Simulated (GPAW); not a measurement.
# CaAlSiH (P3m1): one start, several treatments of the self-energy

How much does the gap of CaAlSiH (P3m1) depend on the approximation to the self-energy?

Method: LDA and many-body steps on it, plane waves, in GPAW 26.7.0.

**1. Starting point**

Symmetry: P3m1, No. 156, trigonal system. Conventional cell: a = 4.143 Å, b = 4.143 Å, c = 4.698 Å, α = 90.00°, β = 90.00°, γ = 120.00°. Ca has 3 H at 2.42 Å and 3 Si at 3.14 Å nearest. Nearest to Al lie 1 H at 1.75 Å and 3 Si at 2.45 Å. Nearest to Si lie 3 Al at 2.45 Å and 3 Ca at 3.14 Å. Nearest to H lie 1 Al at 1.75 Å and 3 Ca at 2.42 Å. Farther neighbours are not listed.

Structure file:

```xyz
4
Lattice="4.1433 0.0000 0.0000 -2.0716 3.5882 0.0000 0.0000 0.0000 4.6982" Properties=species:S:1:pos:R:3 pbc="T T T"
Ca    0.0000    0.0000    4.6979
Al    2.0716    1.1961    2.1476
Si    0.0000    2.3921    2.6587
H     2.0716    1.1961    0.3936
```

The cell and positions are those that the Materials Project relaxed with its own functionals (PBE, PBE+U or r2SCAN), kept fixed.

**2. Empty states on the mesh, 3×3×2 mesh, 245 bands**

This step: GPAW 26.7.0; DFT, LDA, plane waves, PAW.

The sums over transitions need many empty states on a uniform mesh; this step solves for them.

run.py reads:

```python
import json
import numpy as np
from gpaw.mpi import world
from gpaw import GPAW

calc = GPAW('gs.gpw').fixed_density(kpts={'size': (3, 3, 2), 'gamma': True},
    parallel={'domain': 1, 'band': 1},
    txt='nscf.txt')
calc.diagonalize_full_hamiltonian(nbands=245)
calc.write('full.gpw', mode='all')
res = {}
kpts = calc.get_ibz_k_points()
res['kpts'] = kpts
res['eigenvalues'] = [calc.get_eigenvalues(kpt=k) for k in range(len(kpts))]
res['n_electrons'] = calc.get_number_of_electrons()

if world.rank == 0:
    with open('result.json', 'w') as f:
        json.dump(res, f, default=lambda x: x.tolist())
```

The run is started by

```sh
$ mpirun -n 4 gpaw python run.py
```

Numbers of over 12 decimals in the logs are rounded to 6 here.

The log of the run:

```text
Diagonalizing LCAO Hamiltonian
Converting LCAO to pw mode
convergence criteria:
- Maximum integral of absolute [eigenst]ate change: 4e-08 eV^2 / valence electron
maximum number of iterations: 100

SCF iterations
|iter     |     time |      energy | eigst |  dens |
|iter:   1|  |             | +1.17 |       |
|iter:   2|  |             | +0.52 |       |
|iter:   3|  |             | -0.01 |       |
[...]
|iter:  16|  |             | -6.86 |       |
|iter:  17|  |             | -7.13 |       |
|iter:  18|  |             | -7.40c|       |
SCF steps: 18
  __  _  _
 | _ |_)|_||  |
 |__||  | ||/\| - 26.7.0

Input parameters:
  mode=PW(ecut=600.0),
  convergence={'density': 1e-06, 'bands': -3},
  gpts=array([24, 24, 27]),
  kpts=MonkhorstPack(size=(3, 3, 2), gamma=True),
  maxiter=100,
  nbands=17,
  occupations=Occupations(name='fermi-dirac', width=0.001, fixmagmom=False),
  parallel={'domain': 1, 'band': 1},
  xc=XC(name='LDA')
Matrix size: 2353x2353
# Writing to full.gpw (mode='all')
  [... matrices ...]

timing:  # [seconds]
  Total: 30.897  # ━━━━━━━━━━━━━━━━━━━━━━━━━━━━━━━━━━━━━━━━━━━━━━━━━━━━━━━━━━
```

Wall time 38 s (4 MPI ranks of Arm Neoverse V1, shared host); peak memory 2 GiB; 2.5 min of CPU time.

Numbers from this step:

```yaml
gap: 0.5925 eV
k_of_the_valence_top: 0, 0, 0.5
k_of_the_conduction_bottom: 0.3333, 0, 0
least_direct_gap: 1.307 eV
k_points_computed: 6
lowest_point_of_the_top_converged_band_above_the_valence_top: 117.8330 eV
```

On this mesh the gap is 0.593 eV.

**3. G0W0, Godby-Needs plasmon pole**

Now the one-shot GW correction: screening in the RPA, then the self-energy of the levels asked for.

This step: G0W0 on LDA, plane waves, PAW.

run.py reads:

```python
import json
import numpy as np
from gpaw.mpi import world
from gpaw.response.g0w0 import G0W0

gw = G0W0('full.gpw',
    filename='gw',
    kpts=[0, 1, 2],
    bands=(7, 11),
    ecut=78,
    nbands=109,
    integrate_gamma='WS',
    ppa=True)
gw.calculate()
res = {mode: {k: v for k, v in r.items() if k != 'sigma_eskwn'}
       for mode, r in gw.all_results.items()}

if world.rank == 0:
    with open('result.json', 'w') as f:
        json.dump(res, f, default=lambda x: x.tolist())
```

The run is started by

```sh
$ mpirun -n 4 gpaw python run.py
```

The log of the run:

```text
Using integrator: PointIntegrator
FrequencyGridDescriptor(from 0.000+0.000j to 0.000+27.211j eV, 2 points)
Nonperiodic BCs:  [False False False]
Using integrator: PointIntegrator
FrequencyGridDescriptor(from 0.000+0.000j to 0.000+27.211j eV, 2 points)
Nonperiodic BCs:  [False False False]
  ___  _ _ _
 |   || | | |
 | | || | | |
 |__ ||_____|
 |___|

BZ k-points: Symmetries present (total): 6

  [... matrices ...]
18 k-points: 3 x 3 x 2 Monkhorst-Pack grid + [0.000000,0.000000,1/4]
6 k-points in the irreducible part of the Brillouin zone
       k-points in crystal coordinates                weights
   0:     0.00000000    0.00000000    0.00000000          1/18
   1:     0.00000000    0.00000000    0.50000000          1/18
   2:     0.33333333    0.00000000    0.00000000          6/18
   3:     0.33333333    0.00000000    0.50000000          6/18
   4:     0.33333333    0.33333333    0.00000000          2/18
   5:     0.33333333    0.33333333    0.50000000          2/18

Distributing spins, k-points and bands (1 x 3 x 4) over 4 processes
Number of blocks: 1

Quasi particle states:
k-points (IBZ indices): [0, 1, 2]
Band range: (7, 11)
  [... matrices ...]
Computational parameters:
Plane wave cut-off: 78 eV
Number of bands: 109
Coulomb cutoff: None
Broadening: 0.1 eV

fxc modes: GW
Kernel: RPA
Using Godby-Needs plasmon-pole approximation:
  Fitting energy: i*E0, E0 = 1.000 Hartree
Summing all q:

Calculating screened Coulomb potential
No Coulomb truncation
FrequencyGridDescriptor(from 0.000+0.000j to 0.000+27.211j eV, 2 points)
Removing empty qpoint cache files...

Calculating chi0 body with:
    Ground state adapter containing:
    Number of spins: 1
    Number of kpoints: 18
    Number of irreducible kpoints: 6
    Number of completely occupied states: 9
    Number of partially occupied states: 9
    Occupied states memory: 2.1357421875 M / cpu

    Linear response parametrization:
    q_c: [0.0, 0.0, 0.0]
    Number of frequency points: 2
    Planewave cutoff: 78.0
    Number of bands: 109
    Number of planewaves: 109
    Broadening (eta): 1e-06
    comm.size: 4
    kncomm.size: 4
    blockcomm.size: 1

    Memory estimate of potentially large arrays:
        chi0_wGG: 0.362579 M / cpu
Integrating chi0 body.

Symmetries of q_c:
    Direct symmetries (Uq -> q): 6
    Indirect symmetries (TUq -> q): 6
In total 12 allowed symmetries.

  [... matrices ...]
6 groups of equivalent kpoints. 66.666667% reduction.

Integral kind: response function
Integrating chi0 head and wings.

Symmetries of q_c:
    Direct symmetries (Uq -> q): 6
    Indirect symmetries (TUq -> q): 6
In total 12 allowed symmetries.

  [... matrices ...]
6 groups of equivalent kpoints. 66.666667% reduction.

Integral kind: response function wings

Calculating chi0 body with:
    Ground state adapter containing:
    Number of spins: 1
    Number of kpoints: 18
    Number of irreducible kpoints: 6
    Number of completely occupied states: 9
    Number of partially occupied states: 9
    Occupied states memory: 2.1357421875 M / cpu

[... the further q-points ...]

Results:
f:      Occupation numbers
eps:     KS-eigenvalues [eV]
vxc:     KS vxc [eV]
exx:     Exact exchange [eV]
sigma:   Self-energies [eV]
dsigma:  Self-energy derivatives
Z:       Renormalization factors
qp:      QP-energies [eV]

k-point 0 (0): (0.000, 0.000, 0.000)                GW
band       f     eps     vxc     exx   sigma  dsigma       Z      qp
                                                                   GW
   7   1.000   4.304 -12.286 -13.532   1.093  -0.310   0.763   4.187
   8   1.000   4.304 -12.286 -13.532   1.093  -0.310   0.763   4.187
   9   0.000   6.671 -11.703  -6.899  -4.180  -0.295   0.772   7.153
  10   0.000   7.769 -11.337  -6.426  -4.293  -0.300   0.769   8.245

k-point 1 (1): (0.000, 0.000, 0.500)                GW
band       f     eps     vxc     exx   sigma  dsigma       Z      qp
                                                                   GW
   7   1.000   4.770 -12.549 -13.874   1.086  -0.309   0.764   4.588
   8   1.000   5.264 -11.646 -12.657   0.718  -0.299   0.770   5.038
[...]
k-point 2 (2): (0.333, 0.000, 0.000)                GW
band       f     eps     vxc     exx   sigma  dsigma       Z      qp
                                                                   GW
[...]
8   1.000   3.955 -11.126 -12.137   0.875  -0.310   0.763   3.851
   9   0.000   5.856 -10.992  -6.589  -3.853  -0.288   0.777   6.283
  10   0.000   7.249 -11.548  -6.667  -4.207  -0.289   0.776   7.772
```

Elapsed: 18 s, on 4 MPI ranks; peak memory 1.3 GiB; 70 s of CPU time.

Numbers from this step:

| Quantity | Value |
| --- | --- |
| G0W0 gap on the points computed | 1.245 eV |
| least direct G0W0 gap on the computed points | 2.348 eV |
| Z at the valence top | 0.7698 |
| Z at the conduction bottom | 0.7766 |
| starting gap on the mesh | 0.5925 eV |
| k of the valence top | 0, 0, 0.5 |
| k of the conduction bottom | 0.3333, 0, 0 |

The gap on the mesh goes from 0.59 eV to 1.25 eV, a correction of +0.65 eV.

**4. One-shot HSE06**

This step: one-shot HSE06 levels on LDA orbitals, plane waves, PAW.

run.py reads:

```python
import json
import numpy as np
from gpaw.mpi import world
from gpaw.hybrids.eigenvalues import non_self_consistent_eigenvalues

dft, vxc, vxc_hyb = non_self_consistent_eigenvalues('full.gpw', 'HSE06', 7, 11, kpt_indices=[0, 1, 2])
res = {'dft': dft[0], 'hybrid': (dft - vxc + vxc_hyb)[0]}
if world.rank == 0:
    with open('hybrid.txt', 'w') as f:
        for k, e0, e1 in zip([0, 1, 2], res['dft'], res['hybrid']):
            print(k, ' '.join(f'{x:9.4f}' for x in e0), '|', ' '.join(f'{x:9.4f}' for x in e1), file=f)

if world.rank == 0:
    with open('result.json', 'w') as f:
        json.dump(res, f, default=lambda x: x.tolist())
```

The run is started by

```sh
$ mpirun -n 4 gpaw python run.py
```

The log of the run:

```text
IBZ(<points: 6, symmetries: 6>)
Occupied bands: 9
Transforming wave functions from IBZ to BZ: 0.019 seconds
Distributing wave functions and iFFT-ing to real space: 0.104 seconds
Calculating eigenvalues:
  k-points: 3
  Bands: 7-10 (inclusive)
  Seconds: 0.473 (wave-function broadcasting: 0.026 seconds)
HSE06-eigenvalue shifts:
  min: -0.296 eV
  ave: 0.269 eV
  max: 0.798 eV
```

Run time: 3.9 s. Hardware: 4 MPI ranks; peak memory 0.39 GiB; 15 s of CPU time.

Numbers from this step:

| Property | Result |
| --- | --- |
| starting gap on the mesh | 0.5925 eV |
| hybrid gap on the mesh | 1.382 eV |
| least direct hybrid gap on the computed points | 2.295 eV |

**5. G0W0, extrapolated in the cutoff**

This step: G0W0 on LDA, plane waves, PAW.

run.py reads:

```python
import json
import numpy as np
from gpaw.mpi import world
from gpaw.response.g0w0 import G0W0

gw = G0W0('full.gpw',
    filename='gw',
    kpts=[0, 1, 2],
    bands=(7, 11),
    ecut=130.0,
    integrate_gamma='WS',
    ppa=True,
    ecut_extrapolation=True)
gw.calculate()
res = {mode: {k: v for k, v in r.items() if k != 'sigma_eskwn'}
       for mode, r in gw.all_results.items()}

if world.rank == 0:
    with open('result.json', 'w') as f:
        json.dump(res, f, default=lambda x: x.tolist())
```

The run is started by

```sh
$ mpirun -n 4 gpaw python run.py
```

The log of the run:

```text
Using integrator: PointIntegrator
FrequencyGridDescriptor(from 0.000+0.000j to 0.000+27.211j eV, 2 points)
Nonperiodic BCs:  [False False False]
Using integrator: PointIntegrator
FrequencyGridDescriptor(from 0.000+0.000j to 0.000+27.211j eV, 2 points)
Nonperiodic BCs:  [False False False]
  ___  _ _ _
 |   || | | |
 | | || | | |
 |__ ||_____|
 |___|

BZ k-points: Symmetries present (total): 6

  [... matrices ...]
18 k-points: 3 x 3 x 2 Monkhorst-Pack grid + [0.000000,0.000000,1/4]
6 k-points in the irreducible part of the Brillouin zone
       k-points in crystal coordinates                weights
   0:     0.00000000    0.00000000    0.00000000          1/18
   1:     0.00000000    0.00000000    0.50000000          1/18
   2:     0.33333333    0.00000000    0.00000000          6/18
   3:     0.33333333    0.00000000    0.50000000          6/18
   4:     0.33333333    0.33333333    0.00000000          2/18
   5:     0.33333333    0.33333333    0.50000000          2/18

Distributing spins, k-points and bands (1 x 3 x 4) over 4 processes
Number of blocks: 1

Quasi particle states:
k-points (IBZ indices): [0, 1, 2]
Band range: (7, 11)
  [... matrices ...]
Computational parameters:
Extrapolating to infinite plane wave cut-off using points at:
  112.031 eV
  120.183 eV
  130.000 eV
Number of bands: 235
Coulomb cutoff: None
Broadening: 0.1 eV

fxc modes: GW
Kernel: RPA
Using Godby-Needs plasmon-pole approximation:
  Fitting energy: i*E0, E0 = 1.000 Hartree
Summing all q:

Calculating screened Coulomb potential
No Coulomb truncation
FrequencyGridDescriptor(from 0.000+0.000j to 0.000+27.211j eV, 2 points)
Removing empty qpoint cache files...

Calculating chi0 body with:
    Ground state adapter containing:
    Number of spins: 1
    Number of kpoints: 18
[...]
Indirect symmetries (TUq -> q): 6
In total 12 allowed symmetries.

  [... matrices ...]
6 groups of equivalent kpoints. 66.666667% reduction.

Integral kind: response function
Integrating chi0 head and wings.

Symmetries of q_c:
    Direct symmetries (Uq -> q): 6
    Indirect symmetries (TUq -> q): 6
In total 12 allowed symmetries.

  [... matrices ...]
6 groups of equivalent kpoints. 66.666667% reduction.

Integral kind: response function wings

Calculating chi0 body with:
    Ground state adapter containing:
    Number of spins: 1
    Number of kpoints: 18
    Number of irreducible kpoints: 6
    Number of completely occupied states: 9
    Number of partially occupied states: 9
    Occupied states memory: 2.1357421875 M / cpu

[... the further q-points ...]
Extrapolating selfenergy to infinite energy cutoff:
  Performing linear fit to 3 points
  Minimum R^2 = 0.9966. (R^2 Should be close to 1)
  [... matrices ...]
Results:
f:      Occupation numbers
eps:     KS-eigenvalues [eV]
vxc:     KS vxc [eV]
exx:     Exact exchange [eV]
sigma:   Self-energies [eV]
dsigma:  Self-energy derivatives
Z:       Renormalization factors
qp:      QP-energies [eV]

k-point 0 (0): (0.000, 0.000, 0.000)                GW
band       f     eps     vxc     exx   sigma  dsigma       Z      qp
                                                                   GW
   7   1.000   4.304 -12.286 -13.532   0.711  -0.314   0.761   3.897
   8   1.000   4.304 -12.286 -13.532   0.711  -0.314   0.761   3.897
   9   0.000   6.671 -11.703  -6.899  -4.467  -0.298   0.770   6.931
[...]
k-point 1 (1): (0.000, 0.000, 0.500)                GW
band       f     eps     vxc     exx   sigma  dsigma       Z      qp
                                                                   GW
[...]
k-point 2 (2): (0.333, 0.000, 0.000)                GW
band       f     eps     vxc     exx   sigma  dsigma       Z      qp
                                                                   GW
[...]
9   0.000   5.856 -10.992  -6.589  -4.107  -0.291   0.775   6.085
  10   0.000   7.249 -11.548  -6.667  -4.488  -0.293   0.774   7.553
```

Wall time 95 s (4 MPI ranks); peak memory 1.5 GiB.

This step gave:

| Property | Result |
| --- | --- |
| quasiparticle gap on the points computed | 1.386 eV |
| least direct quasiparticle gap on the computed points | 2.454 eV |
| Z at the valence top | 0.7663 |
| Z at the conduction bottom | 0.7747 |
| starting gap on the mesh | 0.5925 eV |
| k of the valence top | 0, 0, 0.5 |
| k of the conduction bottom | 0.3333, 0, 0 |
| gaps at the cutoffs of the extrapolation | 1.304, 1.311, 1.320 eV |

Against G0W0 in GPAW (3×3×2 mesh, 109 bands, screening to 78 eV, Godby-Needs plasmon pole), the gap moves by +0.141 eV.

**6. One-shot Hartree-Fock**

This step: one-shot Hartree-Fock levels on LDA orbitals, plane waves, PAW.

run.py reads:

```python
import json
import numpy as np
from gpaw.mpi import world
from gpaw.hybrids.eigenvalues import non_self_consistent_eigenvalues

dft, vxc, vxc_hyb = non_self_consistent_eigenvalues('full.gpw', 'EXX', 7, 11, kpt_indices=[0, 1, 2])
res = {'dft': dft[0], 'hybrid': (dft - vxc + vxc_hyb)[0]}
if world.rank == 0:
    with open('hybrid.txt', 'w') as f:
        for k, e0, e1 in zip([0, 1, 2], res['dft'], res['hybrid']):
            print(k, ' '.join(f'{x:9.4f}' for x in e0), '|', ' '.join(f'{x:9.4f}' for x in e1), file=f)

if world.rank == 0:
    with open('result.json', 'w') as f:
        json.dump(res, f, default=lambda x: x.tolist())
```

The run is started by

```sh
$ mpirun -n 4 gpaw python run.py
```

The log of the run:

```text
IBZ(<points: 6, symmetries: 6>)
Occupied bands: 9
Transforming wave functions from IBZ to BZ: 0.016 seconds
Distributing wave functions and iFFT-ing to real space: 0.094 seconds
Calculating eigenvalues:
  k-points: 3
  Bands: 7-10 (inclusive)
  Seconds: 0.589 (wave-function broadcasting: 0.023 seconds)
HSE06-eigenvalue shifts:
  min: -1.840 eV
  ave: 1.812 eV
  max: 5.213 eV
```

Wall time 3.5 s (4 MPI ranks); peak memory 0.44 GiB; 14 s of CPU time.

This step gave:

```
starting gap on the mesh                       : 0.5925 eV
hybrid gap on the mesh                         : 6.006 eV
least direct hybrid gap on the computed points : 7.315 eV
```

**7. G0W0, full frequency, Hilbert transform**

This step: G0W0 on LDA, plane waves, PAW.

run.py reads:

```python
import json
import numpy as np
from gpaw.mpi import world
from gpaw.response.g0w0 import G0W0

gw = G0W0('full.gpw',
    filename='gw',
    kpts=[0, 1, 2],
    bands=(7, 11),
    ecut=78,
    nbands=109,
    integrate_gamma='WS',
    frequencies={'type': 'nonlinear', 'domega0': 0.1, 'omega2': 15.0},
    eta=0.1,
    nblocksmax=True)
gw.calculate()
res = {mode: {k: v for k, v in r.items() if k != 'sigma_eskwn'}
       for mode, r in gw.all_results.items()}

if world.rank == 0:
    with open('result.json', 'w') as f:
        json.dump(res, f, default=lambda x: x.tolist())
```

The run is started by

```sh
$ mpirun -n 4 gpaw python run.py
```

The log of the run:

```text
Using integrator: PointIntegrator
NonLinearFrequencyDescriptor(from 0.000 to 109.284 eV, 273 points)
Nonperiodic BCs:  [False False False]
Using integrator: PointIntegrator
NonLinearFrequencyDescriptor(from 0.000 to 109.284 eV, 273 points)
Nonperiodic BCs:  [False False False]
  ___  _ _ _
 |   || | | |
 | | || | | |
 |__ ||_____|
 |___|

BZ k-points: Symmetries present (total): 6

  [... matrices ...]
18 k-points: 3 x 3 x 2 Monkhorst-Pack grid + [0.000000,0.000000,1/4]
6 k-points in the irreducible part of the Brillouin zone
[...]
9   0.000   6.671 -11.703  -6.899  -4.087  -0.351   0.740   7.202
[...]
k-point 1 (1): (0.000, 0.000, 0.500)                GW
band       f     eps     vxc     exx   sigma  dsigma       Z      qp
                                                                   GW
[...]
k-point 2 (2): (0.333, 0.000, 0.000)                GW
band       f     eps     vxc     exx   sigma  dsigma       Z      qp
                                                                   GW
[...]
9   0.000   5.856 -10.992  -6.589  -3.764  -0.331   0.751   6.336
  10   0.000   7.249 -11.548  -6.667  -4.121  -0.334   0.749   7.819
```

The job ended after 30 s (4 MPI ranks; peak memory 1.4 GiB).

This step gave:

```yaml
g0w0_gap_on_the_points_computed: 1.245 eV
least_direct_g0w0_gap_on_the_computed_points: 2.306 eV
starting_gap_on_the_mesh: 0.5925 eV
k_of_the_valence_top: 0, 0, 0.5
k_of_the_conduction_bottom: 0.3333, 0, 0
```

Against G0W0 in GPAW (3×3×2 mesh, 109 bands, screening to 78 eV, Godby-Needs plasmon pole), the gap moves by −0.0005 eV.

**8. Side by side**

Times are wall times on 4 MPI ranks of Arm Neoverse V1, shared host, good to a factor of about two.

```csv
run,mesh,bands,screening cutoff (eV),DFT gap (eV),gap on the mesh (eV),direct (eV),time
"G0W0, Godby-Needs plasmon pole",3×3×2,109,78,0.593,1.245,2.348,18 s
one-shot HSE06,3×3×2,-,-,0.593,1.382,2.295,3.9 s
"G0W0, extrapolated in the cutoff",3×3×2,-,130,0.593,1.386,2.454,95 s
one-shot Hartree-Fock,3×3×2,-,-,0.593,6.006,7.315,3.5 s
"G0W0, full frequency, Hilbert transform",3×3×2,109,78,0.593,1.245,2.306,30 s
```

**9. Summary of results**

| Quantity | Value |
| --- | --- |
| G0W0, Godby-Needs plasmon pole | 1.245 eV |
| one-shot HSE06 | 1.382 eV |
| G0W0, extrapolated in the cutoff | 1.386 eV |
| one-shot Hartree-Fock | 6.006 eV |
| G0W0, full frequency, Hilbert transform | 1.245 eV |
| known limits | not at the basis limit; coarse k mesh |

What this shows: One-shot HSE06: +0.137 eV against G0W0, Godby-Needs plasmon pole. G0W0, extrapolated in the cutoff: +0.141 eV against G0W0, Godby-Needs plasmon pole, at other bands or cutoff, so not like for like. One-shot Hartree-Fock: +4.761 eV against G0W0, Godby-Needs plasmon pole. G0W0, full frequency, Hilbert transform: no change against G0W0, Godby-Needs plasmon pole. Bare exchange alone opens the gap to 6.01 eV; against G0W0, correlation takes back 4.76 eV. One-shot hybrid levels are evaluated on the LDA orbitals. Bands and cutoff are finite, so the gap is not at the basis limit. The miss can reach some tenths of an eV and take either sign; the mesh is an error of its own. These stock PAW sets were not made for GW. In the G0W0 runs levels were corrected at 3 k points alone, so a gap called «on the mesh» is the least over those, and an edge elsewhere would be missed. A denser mesh or path gives a starting gap of 0.26 eV: the GW mesh misses a band edge, so its gaps are not the fundamental one. The 3×3×2 mesh is coarse for this cell, which bears on the long-range parts of exchange and screening.

[Paths, hosts, dates, memory and timing lines, banners, echoed tables and standing remarks are left out of the program output.]

[Logs are printed without paths, hosts, clocks, repeated set-up lines and the standing remarks that a program may print on its own settings, such as how far it seeks lower states.]

[Runs of the session that timed out or met a known fault of the program may be left out.]

[Hosts, paths, dates, database ids (printed as entryN), source tags and the programs' standing remarks are cut or masked in the printed files.]
